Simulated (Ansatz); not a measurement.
# CsAu2: relaxing a made-up structure

This structure for CsAu2 is made up. Its elements were placed in a known structure type with a cell scaled to their sizes. What cell does the guess relax to, and how far off was it?

Method: DFT, r2SCAN, plane-wave PAW, files of the set soft_1, scalar-relativistic, no spin, cell and ions relaxed at zero pressure; PAW set soft_1, in the first sound run; inputs show where later runs differ, in Ansatz 0.2.0.

## 1. The structure

It takes space group Fd-3m (No. 227, cubic). Conventional cell: a = 9.593 Å, b = 9.593 Å, c = 9.593 Å, α = 90.00°, β = 90.00°, γ = 90.00°. Nearest to Au lie 6 Au at 3.39 Å and 6 Cs at 3.98 Å. Nearest to Cs lie 12 Au at 3.98 Å and 4 Cs at 4.15 Å. Farther neighbours are not listed.

As a file:

```cif
data_structure
_symmetry_space_group_name_H-M 'Fd-3m:1'
_symmetry_Int_Tables_number 227
_cell_length_a 9.5930
_cell_length_b 9.5930
_cell_length_c 9.5930
_cell_angle_alpha 90.000
_cell_angle_beta 90.000
_cell_angle_gamma 90.000
_cell_volume 882.80
loop_
_atom_site_label
_atom_site_type_symbol
_atom_site_symmetry_multiplicity
_atom_site_Wyckoff_symbol
_atom_site_fract_x
_atom_site_fract_y
_atom_site_fract_z
_atom_site_occupancy
Au1 Au 16 c 0.37500 0.12500 0.37500 1
Cs1 Cs 8 b 0.25000 0.75000 0.25000 1
```

## 2. Relaxing cell and atoms

The guess takes its coordinates from another compound and its volume from a rule, so the cell and any free coordinates are relaxed together.

File input.yaml:

```yaml
crystal:
  lattice:
    - [0.0, 4.7965, 4.7965]
    - [4.7965, 0.0, 4.7965]
    - [4.7965, 4.7965, 0.0]
  atoms:
    - { symbol: Au, position: [0.625, 0.125, 0.625] }
    - { symbol: Au, position: [0.625, 0.625, 0.125] }
    - { symbol: Au, position: [0.125, 0.625, 0.625] }
    - { symbol: Au, position: [0.625, 0.625, 0.625] }
    - { symbol: Cs, position: [0.25, 0.25, 0.25] }
    - { symbol: Cs, position: [0.0, 0.0, 0.0] }
kpoints:
  mp_grid: { grid: [5, 5, 5] }
scf:
  occupations: { method: fermi_dirac, width: 0.05 }
hamiltonian:
  xc: r2scan
  pseudopotentials: { kind: paw, azcp: { folder: soft_1 } }
relax:
  f_tol: 0.015
  max_steps: 70
  cell: {}
output:
  forces: true
  stress: true
```

Launch:

```bash
$ ansatz run input.yaml --threads 4 --pin off --max-ram 10240MiB --backend cpu --events-out ev --progress --plain --runs-dir out
```

Numbers of over 12 decimals in the logs are rounded to 6 here.

The program printed:

```text
Engine: ansatz 0.2.0, x86_64-unknown-linux-gnu
Pseudopotentials: kind: paw
Pseudopotential: Au, paw, valence charge 19, recommended cutoff 500 eV (meta_gga), soft_1/Au.paw.azcp
Pseudopotential: Cs, paw, valence charge 9, recommended cutoff 500 eV (meta_gga), soft_1/Cs.paw.azcp
Functional definition: r2SCAN
  parameter k0 = 0.174
  parameter k1 = 0.065
  parameter a1 = 4.9479
  exchange = r2scan_x(k0 = k0, k1 = k1, a1 = a1)
  correlation = r2scan_c
Crystal: 6 atoms, lattice volume = 220.701 Å³
Basis set: ecut = 500 eV, 5601 PW (Γ), exchange–correlation on 200×200×200 points (64 copies of the dense FFT grid, shifted against one another)
Bands: 57, of which v1, the nominal top of the filled ones, is band 47 counted from 1 (46 counted from 0)
Symmetry: 48 space group operations
Space group: Fd-3m (ITA 227), of the structure as read, at distance tolerance 6.0e-5 Å
k-points: 10 of 125
Non-local potential: Au, projectors of the file, l = 0: 3, l = 1: 2, l = 2: 2, l = 3: 1
Non-local potential: Cs, projectors of the file, l = 0: 3, l = 1: 2, l = 2: 2, l = 3: 2
PAW form: soft (Blöchl's): semilocal exchange-correlation on the pseudo side does not see the compensation charge
PAW frozen core: Au, regenerated for the run's functional (the file was generated under x = pbe(κ = 0.804, μ = 0.219515), c = pbe(β = 0.066725))
PAW frozen core: Cs, regenerated for the run's functional (the file was generated under x = pbe(κ = 0.804, μ = 0.219515), c = pbe(β = 0.066725))
PAW one-centre angular grid: Au, 590 points (default); XC on 160 Gauss nodes
PAW one-centre angular grid: Cs, 302 points (default); XC on 160 Gauss nodes
Initial density: superposition of atomic densities (chi_scale 0.1, normalization cell, long waves kept (reshape's long-wave potential 0.00 eV rms))
Initial wavefunctions: pseudopotential atomic-orbital guess
Functional: x = r2scan, c = r2scan; τ floored in thin density (d = 2e-4 eV/Å³)
SCF iter   1: F=—  HF=-64038.547276 eV  |F-HF|=—  |Δ(HF+E_count)|=         —  Δρ=8.25e-2  dr2=3.11e1  dr2_τ=9.49e-1  ethr=3.10e-3  ⟨swp⟩=8.7  Hψ=2486  notcnv=0
preconditioner: auto → Kerker (q_TF=auto, 2.367 Å⁻¹)  [metal: Δε(μ)=0.063 eV  Ē_g=6.254 eV  σ=0.050 eV  W_gap=0.31  n_scr=58 (ndim 8)  ℏωp=19.0 eV  f_vac=0.001  D(μ)=1.74/eV (n_scr^D=8)]
SCF iter   2: F=—  HF=-64032.672344 eV  |F-HF|=—  |Δ(HF+E_count)|=    5.87e0  Δρ=2.11e-2  dr2=3.29e0  dr2_τ=5.76e-1  ethr=3.10e-3  ⟨swp⟩=3.2  Hψ=1257  notcnv=0  defer=12
preconditioner: auto → Resta (q_TF=auto, 2.367 Å⁻¹)  ε∞=8.2  [insulator: Δε(μ)=0.228 eV  Ē_g=7.114 eV  σ=0.050 eV  W_gap=0.75  n_scr=58 (ndim 8)  ℏωp=19.0 eV  f_vac=0.002  D(μ)=2.26/eV (n_scr^D=14)  ε∞_Penn≈8.2]
SCF iter   3: F=—  HF=-64032.153888 eV  |F-HF|=—  |Δ(HF+E_count)|=   5.18e-1  Δρ=1.13e-2  dr2=1.16e0  dr2_τ=7.37e-3  ethr=3.10e-3  ⟨swp⟩=3.0  Hψ=785  notcnv=0  defer=25
SCF iter   4: F=—  HF=-64031.712798 eV  |F-HF|=—  |Δ(HF+E_count)|=   4.41e-1  Δρ=4.40e-3  dr2=8.29e-2  dr2_τ=1.06e-3  ethr=1.23e-3  ⟨swp⟩=4.1  Hψ=1008  notcnv=0  defer=15
automatic band count: iteration 4 solves 56 bands in place of 57: the levels show a gap, and the empty bands left out lie too high to hold charge; the band table lists the bands solved (type scf.n_extra_bands for more)
SCF iter   5: F=—  HF=-64031.708721 eV  |F-HF|=—  |Δ(HF+E_count)|=   4.08e-3  Δρ=2.00e-3  dr2=6.96e-3  dr2_τ=4.40e-4  ethr=8.82e-5  ⟨swp⟩=3.5  Hψ=1029  notcnv=0  defer=18
SCF iter   6: F=—  HF=-64031.709887 eV  |F-HF|=—  |Δ(HF+E_count)|=   1.17e-3  Δρ=3.16e-4  dr2=2.23e-4  dr2_τ=2.82e-5  ethr=7.41e-6  ⟨swp⟩=2.2  Hψ=1014  notcnv=0  defer=21
SCF iter   7: F=—  HF=-64031.710180 eV  |F-HF|=—  |Δ(HF+E_count)|=   2.93e-4  Δρ=7.18e-5  dr2=1.70e-5  dr2_τ=3.39e-7  ethr=2.38e-7  ⟨swp⟩=2.0  Hψ=848  notcnv=0  defer=11
automatic band count: iteration 7 solves 55 bands in place of 56: the levels show a gap, and the empty bands left out lie too high to hold charge; the band table lists the bands solved (type scf.n_extra_bands for more)
SCF iter   8: F=—  HF=-64031.710082 eV  |F-HF|=—  |Δ(HF+E_count)|=   9.79e-5  Δρ=1.53e-5  dr2=6.17e-7  dr2_τ=2.02e-8  ethr=1.81e-8  ⟨swp⟩=2.0  Hψ=856  notcnv=0  defer=11
SCF iter   9: F=-64031.710083 eV  HF=-64031.710083 eV  |F-HF|=1.36e-8  |Δ(HF+E_count)|=   5.72e-7  Δρ=2.96e-6  dr2=3.92e-8  dr2_τ=2.94e-9  ethr=1.06e-10  ⟨swp⟩=5.0  Hψ=2008  notcnv=0
SCF 1 converged in 9 iterations: F = -64031.710083 eV  dr2 = 3.92e-8
  greatest PAW one-centre occupation: 1.001 electrons in one spin orbital (limit 2), on the Au atom at site 2 (counted from 0), in its partial waves of l = 0
relax step   1: F+E_penalty+E_count = -64031.71008301 eV  Δ(F+E_penalty+E_count) = +0.000e0 eV  max|allowed force component| = 1.542e-18 eV/Å  Δτ_max = 0.0000 Å  P = -6.025 GPa  Ω = 220.701 Å³  (9 SCF iters, dr2 threshold 1.00e-7 eV, accepted)
Crystal: 6 atoms, lattice volume = 190.707 Å³
Basis set: ecut = 500 eV, 4909 PW (Γ), exchange–correlation on 200×200×200 points (64 copies of the dense FFT grid, shifted against one another)
Initial density: handed on by an earlier stage of this run
Initial wavefunctions: those handed on with the density
iter 1 solved again at ethr=6.95e-4 eV; its pass at ethr=3.10e-3 eV (dr2=6.53e-1 eV) is discarded
SCF iter   1: F=—  HF=-64031.190337 eV  |F-HF|=—  |Δ(HF+E_count)|=         —  Δρ=1.29e-2  dr2=6.55e-1  dr2_τ=1.92e0  ethr=6.95e-4  ⟨swp⟩=1.6  Hψ=2900  notcnv=0
automatic band count: iteration 1 solves 54 bands in place of 57: the levels show a gap, and the empty bands left out lie too high to hold charge; the band table lists the bands solved (type scf.n_extra_bands for more)
preconditioner: auto → Resta (q_TF=auto, 2.425 Å⁻¹)  ε∞=9.3  [insulator: Δε(μ)=0.285 eV  Ē_g=7.098 eV  σ=0.050 eV  W_gap=0.76  n_scr=58 (ndim 8)  ℏωp=20.5 eV  f_vac=0.001  D(μ)=1.81/eV (n_scr^D=8)  ε∞_Penn≈9.3]
SCF iter   2: F=—  HF=-64032.824072 eV  |F-HF|=—  |Δ(HF+E_count)|=    1.63e0  Δρ=4.16e-3  dr2=8.78e-2  dr2_τ=1.14e-2  ethr=6.95e-4  ⟨swp⟩=2.7  Hψ=860  notcnv=0
SCF iter   3: F=—  HF=-64032.805968 eV  |F-HF|=—  |Δ(HF+E_count)|=   1.81e-2  Δρ=2.19e-3  dr2=3.25e-2  dr2_τ=4.50e-4  ethr=9.34e-5  ⟨swp⟩=2.9  Hψ=693  notcnv=0  defer=10
SCF iter   4: F=—  HF=-64032.795134 eV  |F-HF|=—  |Δ(HF+E_count)|=   1.08e-2  Δρ=8.47e-4  dr2=1.92e-3  dr2_τ=5.97e-5  ethr=3.45e-5  ⟨swp⟩=3.0  Hψ=844  notcnv=0  defer=10
SCF iter   5: F=—  HF=-64032.795366 eV  |F-HF|=—  |Δ(HF+E_count)|=   2.31e-4  Δρ=2.45e-4  dr2=9.62e-5  dr2_τ=9.46e-6  ethr=2.05e-6  ⟨swp⟩=2.1  Hψ=858  notcnv=0  defer=10
SCF iter   6: F=—  HF=-64032.795318 eV  |F-HF|=—  |Δ(HF+E_count)|=   4.72e-5  Δρ=4.41e-5  dr2=2.34e-6  dr2_τ=1.15e-6  ethr=1.02e-7  ⟨swp⟩=2.4  Hψ=985  notcnv=0  defer=11
SCF iter   7: F=-64032.795321 eV  HF=-64032.795322 eV  |F-HF|=7.26e-8  |Δ(HF+E_count)|=   3.14e-6  Δρ=1.29e-5  dr2=4.71e-7  dr2_τ=2.04e-8  ethr=6.38e-10  ⟨swp⟩=4.8  Hψ=1884  notcnv=0
SCF 2 converged in 7 iterations: F = -64032.795321 eV  dr2 = 4.71e-7
  greatest PAW one-centre occupation: 1.001 electrons in one spin orbital (limit 2), on the Au atom at site 3 (counted from 0), in its partial waves of l = 0
relax step   2: F+E_penalty+E_count = -64032.79532144 eV  Δ(F+E_penalty+E_count) = -1.085e0 eV  max|allowed force component| = 1.619e-17 eV/Å  Δτ_max = 0.0000 Å  P = -5.224 GPa  Ω = 190.707 Å³  energy of the carried Pulay correction = +3.482e-3 eV  (7 SCF iters, dr2 threshold 6.00e-7 eV, accepted)
Crystal: 6 atoms, lattice volume = 162.898 Å³
Basis set: ecut = 500 eV, 4111 PW (Γ), exchange–correlation on 200×200×200 points (64 copies of the dense FFT grid, shifted against one another)
iter 1 solved again at ethr=8.21e-4 eV; its pass at ethr=3.10e-3 eV (dr2=7.72e-1 eV) is discarded
SCF iter   1: F=—  HF=-64031.708276 eV  |F-HF|=—  |Δ(HF+E_count)|=         —  Δρ=1.55e-2  dr2=7.77e-1  dr2_τ=2.25e0  ethr=8.21e-4  ⟨swp⟩=1.3  Hψ=2905  notcnv=0
automatic band count: iteration 1 solves 54 bands in place of 57: the levels show a gap, and the empty bands left out lie too high to hold charge; the band table lists the bands solved (type scf.n_extra_bands for more)
preconditioner: auto → Resta (q_TF=auto, 2.489 Å⁻¹)  ε∞=9.6  [insulator: Δε(μ)=0.385 eV  Ē_g=7.566 eV  σ=0.050 eV  W_gap=0.87  n_scr=50 (ndim 8)  ℏωp=22.2 eV  f_vac=0.001  D(μ)=1.76/eV (n_scr^D=8)  ε∞_Penn≈9.6]
SCF iter   2: F=—  HF=-64033.472396 eV  |F-HF|=—  |Δ(HF+E_count)|=    1.76e0  Δρ=4.94e-3  dr2=9.69e-2  dr2_τ=1.35e-2  ethr=8.21e-4  ⟨swp⟩=2.5  Hψ=840  notcnv=0
SCF iter   3: F=—  HF=-64033.454956 eV  |F-HF|=—  |Δ(HF+E_count)|=   1.74e-2  Δρ=2.53e-3  dr2=3.12e-2  dr2_τ=4.44e-4  ethr=1.03e-4  ⟨swp⟩=2.5  Hψ=696  notcnv=0  defer=9
SCF iter   4: F=—  HF=-64033.444990 eV  |F-HF|=—  |Δ(HF+E_count)|=   9.97e-3  Δρ=8.71e-4  dr2=1.44e-3  dr2_τ=5.12e-5  ethr=3.32e-5  ⟨swp⟩=2.5  Hψ=827  notcnv=0  defer=9
SCF iter   5: F=—  HF=-64033.445288 eV  |F-HF|=—  |Δ(HF+E_count)|=   2.98e-4  Δρ=2.08e-4  dr2=5.96e-5  dr2_τ=4.51e-6  ethr=1.54e-6  ⟨swp⟩=2.1  Hψ=892  notcnv=0  defer=9
SCF iter   6: F=—  HF=-64033.445215 eV  |F-HF|=—  |Δ(HF+E_count)|=   7.31e-5  Δρ=3.76e-5  dr2=1.75e-6  dr2_τ=4.10e-7  ethr=6.34e-8  ⟨swp⟩=2.6  Hψ=1033  notcnv=0  defer=9
SCF iter   7: F=-64033.445218 eV  HF=-64033.445218 eV  |F-HF|=4.03e-8  |Δ(HF+E_count)|=   2.61e-6  Δρ=1.08e-5  dr2=2.73e-7  dr2_τ=8.38e-9  ethr=6.38e-10  ⟨swp⟩=4.5  Hψ=1828  notcnv=0
SCF 3 converged in 7 iterations: F = -64033.445218 eV  dr2 = 2.73e-7
relax step   3: F+E_penalty+E_count = -64033.44521760 eV  Δ(F+E_penalty+E_count) = -6.499e-1 eV  max|allowed force component| = 1.605e-17 eV/Å  Δτ_max = 0.0000 Å  P = -1.419 GPa  Ω = 162.898 Å³  energy of the carried Pulay correction = +7.199e-3 eV  (7 SCF iters, dr2 threshold 6.00e-7 eV, accepted)
Crystal: 6 atoms, lattice volume = 156.152 Å³
Basis set: ecut = 500 eV, 3839 PW (Γ), exchange–correlation on 200×200×200 points (64 copies of the dense FFT grid, shifted against one another)
iter 1 solved again at ethr=6.95e-5 eV; its pass at ethr=3.10e-3 eV (dr2=6.53e-2 eV) is discarded
SCF iter   1: F=—  HF=-64033.220440 eV  |F-HF|=—  |Δ(HF+E_count)|=         —  Δρ=5.11e-3  dr2=6.82e-2  dr2_τ=1.71e-1  ethr=6.95e-5  ⟨swp⟩=1.2  Hψ=2557  notcnv=0
automatic band count: iteration 1 solves 54 bands in place of 57: the levels show a gap, and the empty bands left out lie too high to hold charge; the band table lists the bands solved (type scf.n_extra_bands for more)
preconditioner: auto → Resta (q_TF=auto, 2.507 Å⁻¹)  ε∞=9.3  [insulator: Δε(μ)=0.128 eV  Ē_g=7.863 eV  σ=0.050 eV  W_gap=0.51  n_scr=50 (ndim 8)  ℏωp=22.6 eV  f_vac=0.001  D(μ)=1.69/eV (n_scr^D=8)  ε∞_Penn≈9.3]
SCF iter   2: F=—  HF=-64033.470546 eV  |F-HF|=—  |Δ(HF+E_count)|=   2.50e-1  Δρ=1.62e-3  dr2=6.66e-3  dr2_τ=1.85e-3  ethr=6.95e-5  ⟨swp⟩=2.9  Hψ=1017  notcnv=0
SCF iter   3: F=—  HF=-64033.469612 eV  |F-HF|=—  |Δ(HF+E_count)|=   9.33e-4  Δρ=9.07e-4  dr2=3.31e-3  dr2_τ=5.80e-5  ethr=7.09e-6  ⟨swp⟩=1.3  Hψ=552  notcnv=0
SCF iter   4: F=—  HF=-64033.468532 eV  |F-HF|=—  |Δ(HF+E_count)|=   1.08e-3  Δρ=2.17e-4  dr2=9.91e-5  dr2_τ=3.51e-6  ethr=3.52e-6  ⟨swp⟩=2.0  Hψ=770  notcnv=0
SCF iter   5: F=—  HF=-64033.468482 eV  |F-HF|=—  |Δ(HF+E_count)|=   5.02e-5  Δρ=7.12e-5  dr2=8.75e-6  dr2_τ=5.58e-7  ethr=1.05e-7  ⟨swp⟩=2.0  Hψ=873  notcnv=0
SCF iter   6: F=-64033.468485 eV  HF=-64033.468485 eV  |F-HF|=8.85e-9  |Δ(HF+E_count)|=   3.26e-6  Δρ=1.17e-5  dr2=2.51e-7  dr2_τ=8.43e-9  ethr=6.38e-10  ⟨swp⟩=3.0  Hψ=2260  notcnv=0
SCF 4 converged in 6 iterations: F = -64033.468485 eV  dr2 = 2.51e-7
relax step   4: F+E_penalty+E_count = -64033.46848540 eV  Δ(F+E_penalty+E_count) = -2.327e-2 eV  max|allowed force component| = 2.168e-17 eV/Å  Δτ_max = 0.0000 Å  P = +0.440 GPa  Ω = 156.152 Å³  energy of the carried Pulay correction = +8.184e-3 eV  (6 SCF iters, dr2 threshold 6.00e-7 eV, accepted)
Crystal: 6 atoms, lattice volume = 157.574 Å³
Basis set: ecut = 500 eV, 4015 PW (Γ), exchange–correlation on 200×200×200 points (64 copies of the dense FFT grid, shifted against one another)
iter 1 solved again at ethr=2.19e-6 eV; its pass at ethr=3.10e-3 eV (dr2=2.06e-3 eV) is discarded
SCF iter   1: F=—  HF=-64033.458137 eV  |F-HF|=—  |Δ(HF+E_count)|=         —  Δρ=1.20e-3  dr2=3.57e-3  dr2_τ=7.94e-3  ethr=2.19e-6  ⟨swp⟩=2.0  Hψ=2358  notcnv=0
automatic band count: iteration 1 solves 54 bands in place of 57: the levels show a gap, and the empty bands left out lie too high to hold charge; the band table lists the bands solved (type scf.n_extra_bands for more)
eigensolver tolerance schedule calibrated: the retry pair's looser diagonalisation under-reported the residual by θ = 0.42 (0.13/decade); ethr = c·dr2/N_el runs at the constant in force after the calibration composes with the one it found (an armed cap, an earlier calibration), c = 5.5e-2
preconditioner: auto → Resta (q_TF=auto, 2.503 Å⁻¹)  ε∞=7.6  [insulator: Δε(μ)=0.324 eV  Ē_g=9.032 eV  σ=0.050 eV  W_gap=0.79  n_scr=50 (ndim 8)  ℏωp=23.3 eV  f_vac=0.001  D(μ)=1.79/eV (n_scr^D=8)  ε∞_Penn≈7.6]
SCF iter   2: F=—  HF=-64033.470395 eV  |F-HF|=—  |Δ(HF+E_count)|=   1.23e-2  Δρ=4.09e-4  dr2=3.08e-4  dr2_τ=1.22e-4  ethr=2.10e-6  ⟨swp⟩=2.0  Hψ=960  notcnv=0
SCF iter   3: F=—  HF=-64033.470294 eV  |F-HF|=—  |Δ(HF+E_count)|=   1.00e-4  Δρ=2.19e-4  dr2=1.57e-4  dr2_τ=3.63e-6  ethr=1.81e-7  ⟨swp⟩=2.2  Hψ=807  notcnv=0
SCF iter   4: F=—  HF=-64033.470256 eV  |F-HF|=—  |Δ(HF+E_count)|=   3.82e-5  Δρ=9.55e-5  dr2=3.35e-5  dr2_τ=4.94e-7  ethr=9.22e-8  ⟨swp⟩=2.0  Hψ=766  notcnv=0
SCF iter   5: F=—  HF=-64033.470246 eV  |F-HF|=—  |Δ(HF+E_count)|=   1.02e-5  Δρ=1.95e-5  dr2=1.44e-6  dr2_τ=2.45e-8  ethr=1.97e-8  ⟨swp⟩=2.0  Hψ=825  notcnv=0
SCF iter   6: F=-64033.470246 eV  HF=-64033.470246 eV  |F-HF|=1.63e-8  |Δ(HF+E_count)|=   1.84e-7  Δρ=4.66e-6  dr2=3.59e-8  dr2_τ=2.47e-9  ethr=2.85e-10  ⟨swp⟩=4.4  Hψ=1807  notcnv=0
SCF 5 converged in 6 iterations: F = -64033.470246 eV  dr2 = 3.59e-8
relax step   5: F+E_penalty+E_count = -64033.47024573 eV  Δ(F+E_penalty+E_count) = -1.760e-3 eV  max|allowed force component| = 3.469e-17 eV/Å  Δτ_max = 0.0000 Å  P = +0.008 GPa  Ω = 157.574 Å³  energy of the carried Pulay correction = +7.973e-3 eV  (6 SCF iters, dr2 threshold 4.84e-7 eV, accepted)
Basis set: ecut = 500 eV, 4015 PW (Γ), exchange–correlation on 180×180×180 points (64 copies of the dense FFT grid, shifted against one another)
Initial wavefunctions: pseudopotential atomic-orbital guess (no wavefunctions were taken with the density)
iter 1 solved again at ethr=2.49e-7 eV; its pass at ethr=3.10e-3 eV (dr2=2.34e-4 eV) is discarded
SCF iter   1: F=—  HF=-64033.466817 eV  |F-HF|=—  |Δ(HF+E_count)|=         —  Δρ=2.47e-4  dr2=1.06e-5  dr2_τ=1.51e-4  ethr=2.49e-7  ⟨swp⟩=3.0  Hψ=3841  notcnv=0
preconditioner: auto → Resta (q_TF=auto, 2.503 Å⁻¹)  ε∞=6.5  [insulator: Δε(μ)=0.317 eV  Ē_g=9.976 eV  σ=0.050 eV  W_gap=0.76  n_scr=50 (ndim 8)  ℏωp=23.3 eV  f_vac=0.001  D(μ)=1.78/eV (n_scr^D=8)  ε∞_Penn≈6.5]
SCF iter   2: F=—  HF=-64033.466852 eV  |F-HF|=—  |Δ(HF+E_count)|=   3.49e-5  Δρ=1.28e-4  dr2=2.79e-6  dr2_τ=4.61e-6  ethr=1.13e-8  ⟨swp⟩=2.0  Hψ=809  notcnv=0
SCF iter   3: F=—  HF=-64033.466729 eV  |F-HF|=—  |Δ(HF+E_count)|=   1.23e-4  Δρ=6.40e-6  dr2=2.09e-8  dr2_τ=2.47e-8  ethr=2.97e-9  ⟨swp⟩=2.4  Hψ=988  notcnv=0
SCF iter   4: F=—  HF=-64033.466729 eV  |F-HF|=—  |Δ(HF+E_count)|=   8.67e-8  Δρ=1.68e-6  dr2=1.49e-9  dr2_τ=1.09e-9  ethr=2.23e-11  ⟨swp⟩=2.1  Hψ=999  notcnv=0
SCF iter   5: F=—  HF=-64033.466729 eV  |F-HF|=—  |Δ(HF+E_count)|=   6.07e-9  Δρ=4.33e-7  dr2=9.82e-11  dr2_τ=9.22e-11  ethr=1.59e-12  ⟨swp⟩=2.0  Hψ=1013  notcnv=0
SCF iter   6: F=-64033.466729 eV  HF=-64033.466729 eV  |F-HF|=6.55e-11  |Δ(HF+E_count)|=  6.77e-10  Δρ=1.13e-7  dr2=1.90e-11  dr2_τ=7.46e-13  ethr=1.00e-12  ⟨swp⟩=4.2  Hψ=1841  notcnv=0
SCF 6 converged in 6 iterations: F = -64033.466729 eV  dr2 = 1.90e-11
relax step   6: F+E_penalty+E_count = -64033.46672894 eV  Δ(F+E_penalty+E_count) = +3.517e-3 eV  max|allowed force component| = 1.759e-17 eV/Å  Δτ_max = 0.0000 Å  P = -0.007 GPa  Ω = 157.574 Å³  stress off target by 6.56e-3 GPa  SCF on the basis re-selected at this cell (its energy is not comparable with the rows above)  (6 SCF iters)
basis re-selected at this cell: Δ(F+E_penalty+E_count) = +3.517e-3 eV, ΔP = -0.015 GPa vs the last step (what re-selecting the basis moved, of the pressure what is left beyond the Pulay correction that the steps carried, after the strain that the cell walked since its last selection, with what the two solves' SCF thresholds leave and, on support functions, any second-order correction that the steps lacked; it is no measure of the basis error at this ecutwfc). The dense FFT grid was sized anew with the basis: this SCF ran on 45×45×45 points, the steps before it on 50×50×50, so part of this shift can come from that change (see relax.cell in the input reference). [rest of the remark cut]
SCF converged after 6 iterations
Free energy (F): -64033.466729 eV
Harris-Foulkes:  -64033.466729 eV  (|F-HF|=6.55e-11)
Internal energy: -64033.450138 eV  (E = F + TS)
E sigma→0 (E₀):  -64033.458434 eV
Entropy (-TS):   -0.016591 eV (-2.765 meV/atom)
Fermi energy:    12.978947 eV
--- Per-component energies (eV) ---
  E_band       = -1446.501391
  E_kinetic    = 2608.885527
  E_local      = -11330.900140  (includes V_loc(G=0)·N_el)
  E_nonlocal   = 440.042075
  E_hartree    = 4933.997578
  E_xc         = -1161.284416
  E_vxc        = -1468.057938  (∫ρ·V_xc dr)
  E_paw        = -49196.433148  (= ΣΔE_a)
  E_vpaw       = -1659.795912  (= ΣTr[D̂ρ^β])
  E_aug_tail   = 0.000503  (compensation charges beyond the density's cutoff)
  E_vtau       = 95.329061  (kinetic-family band-sum trace: ∫τ·v_τ [+ j·A + Jᵃ·Aᵃ] dr)
  E_ewald      = -10327.152087
  E_core_change = -0.606032  (= ΣΔE_core)
  E_smearing   = -0.016591  (= −TS)
  E_closure    = -0.000000  (closes the sum)
  Σ components = -64033.466729   (vs F -64033.466729, Δ=0.00e0)
--- Forces (eV/Å), atoms counted from 1 ---
  atom   1  Au     0.00000000    -0.00000000     0.00000000
  atom   2  Au     0.00000000     0.00000000    -0.00000000
  atom   3  Au     0.00000000    -0.00000000     0.00000000
  atom   4  Au     0.00000000     0.00000000     0.00000000
  atom   5  Cs     0.00000000    -0.00000000    -0.00000000
  atom   6  Cs     0.00000000     0.00000000     0.00000000
  max |Σ_I F_I| component: 7.52e-18 eV/Å
--- Stress (GPa, compression-positive) ---
       -0.006559      -0.000000       0.000000
       -0.000000      -0.006559       0.000000
        0.000000       0.000000      -0.006559
  P = ⅓ Tr σ = -0.0066 GPa (-0.066 kbar)
--- Relaxed structure (5 steps of the walk, 5 accepted, 1 SCFs on fresh bases) ---
  F+E_penalty+E_count = -64033.46672894 eV   max|allowed force component| = 1.759e-17 eV/Å   (the final SCF, on the basis selected at the relaxed cell)
  cell:  # Å, volume = 157.5740 Å³
    - [0, 4.286980, 4.286980]
    - [4.286980, 0, 4.286980]
    - [4.286980, 4.286980, 0]
  atoms:
    - { symbol: Au, position: [0.625, 0.125, 0.625] }
    - { symbol: Au, position: [0.625, 0.625, 0.125] }
    - { symbol: Au, position: [0.125, 0.625, 0.625] }
    - { symbol: Au, position: [0.625, 0.625, 0.625] }
    - { symbol: Cs, position: [0.25, 0.25, 0.25] }
    - { symbol: Cs, position: [0, 0, 0] }
```

Wall time 39 s (4 threads of Intel Xeon Platinum 8259CL at 2.50GHz (Skylake/Cascade Lake), shared host); peak memory 1.2 GiB.

(Part 1 of 2 ends here.)

[Logs are printed without paths, hosts, clocks, repeated set-up lines and the standing remarks that a program may print on its own settings, such as how far it seeks lower states.]

[Hosts, paths, dates, database ids (printed as entryN), source tags and the programs' standing remarks are cut or masked in the printed files.]
